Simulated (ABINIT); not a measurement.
KTaO3 (Pm-3m): refractive index against wavelength

The refractive index of KTaO3 (Pm-3m) below the direct gap (2.87 eV on the mesh) is read from one computed spectrum, n = √(Re ε).

Cell: a, b, c = 3.988, 3.988, 3.988 Å (primitive vectors), 5 atoms.

Method: ABINIT 10.8.3, PBE, independent particles, k-mesh 8×8×8, Lorentzian half width 0.05 eV.

Launch of the response step: `optic optic.abi`. The run took 69 s, its band step included, on 4 threads of AMD EPYC 9R45 96-Core Processor (Zen 5), on a shared host.

```
wavelength (nm)  photon energy E (eV)       n
           2000                 0.620  2.3177
           1550                 0.800  2.3259
           1310                 0.946       ?
           1064                 1.165  2.3501
            850                 1.459  2.3784
            700                 1.771  2.4202
            633                 1.959  2.4533
```

In the single-oscillator model n² − 1 = E₀E_d/(E₀² − E²), so 1/(n² − 1) = E₀/E_d − E²/(E₀E_d) is linear in E².

Working, on the rows shown:

| x = E² (eV²) | y = 1/(n² − 1) |
| --- | --- |
| 0.384302 | 0.228742 |
| 0.639837 | 0.226767 |
| 1.35784 | 0.221094 |
| 2.12762 | 0.21474 |
| 3.13716 | 0.205873 |
| 3.83641 | 0.199256 |

Means: x̄ = 1.9139, ȳ = 0.21608. Σ(x − x̄)(y − ȳ) = -0.08089, Σ(x − x̄)² = 9.51. Slope = -0.08089 / 9.51 = -0.008506; intercept = ȳ − slope · x̄ = 0.23236. Turned back into n, the line misses the rows shown by at most 0.0024.

**Question.** Predict the last column of the withheld row from the fit.

**Answer.** At x = 0.89576 the line gives y = 0.22474, that is 2.3344. The run gave 2.3343, so the interpolation is off by 0.00014, 0.1 % of the range in the table.

Refitted with all rows, the slope is -0.008508 and the intercept 0.23237. These give E₀ = √(intercept/−slope) = 5.23 eV and E_d = E₀/intercept = 22.5 eV; E₀ is 1.8 times the direct gap. The electronic limit at long wavelengths, without lattice vibrations, is n = √(1 + 1/intercept) = 2.303. Excitons are left out and so are local fields; PBE gaps are as a rule too small. The values come from a sum over the points of one k-mesh and carry its error, which grows as the direct gap shrinks. Spin-orbit coupling is left out.

[Logs are printed without paths, hosts, clocks, repeated set-up lines and the standing remarks that a program may print on its own settings, such as how far it seeks lower states.]
